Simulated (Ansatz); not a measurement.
Rows from a G0W0 calculation on YPO4 (I4_1/amd) (Ansatz 0.2.0; G0W0 on r2SCAN, plane waves, PAW; 4×4×4 mesh, 597 empty bands, screening to 150 eV), in eV. Spin-orbit coupling is left out.

The database entry behind the starting cell differs from later determinations by our own check (impure mineral, about 0.2 % long), so it need not match the best structure at ambient conditions.

```tsv
row	k	band	start	Σx	Σc at the solution	Vxc
A	Γ	c1	13.173	-9.166	-4.452	-14.904
B	Γ	v1	6.351	-26.670	4.213	-21.432
C	(0.000, 0.000, 0.250)	c2	13.555	-8.883	-4.640	-14.799
D	(0.000, 0.000, 0.250)	v1	6.169	-26.398	4.213	-21.128
E	(0.000, 0.000, 0.250)	c1	12.981	-8.641	-4.431	-14.284
F	Γ	c2	13.259	-9.265	-4.015	-14.276
```

**Question.** Work out each quasiparticle level and how far it moved.

The quasiparticle equation reads E = start + Σx + Σc(E) − Vxc.

```tsv
row	E (eV)	shift (eV)
A	14.458	+1.285
B	5.327	−1.024
C	14.831	+1.276
D	5.112	−1.057
E	14.194	+1.212
F	14.255	+0.996
```

The gap over the computed points goes from 6.63 eV to 8.87 eV.

Limits: not at the basis limit; no spin-orbit coupling.

[Paths, hosts, dates, memory and timing lines, banners, echoed tables and standing remarks are left out of the program output.]

[Logs are printed without paths, hosts, clocks, repeated set-up lines and the standing remarks that a program may print on its own settings, such as how far it seeks lower states.]

[Runs of the session that timed out or met a known fault of the program may be left out.]

[Cells called generated may have been cut or substituted from an entry of the Crystallography Open Database or the Materials Project.]

[Hosts, paths, dates, database ids (printed as entryN), source tags and the programs' standing remarks are cut or masked in the printed files.]
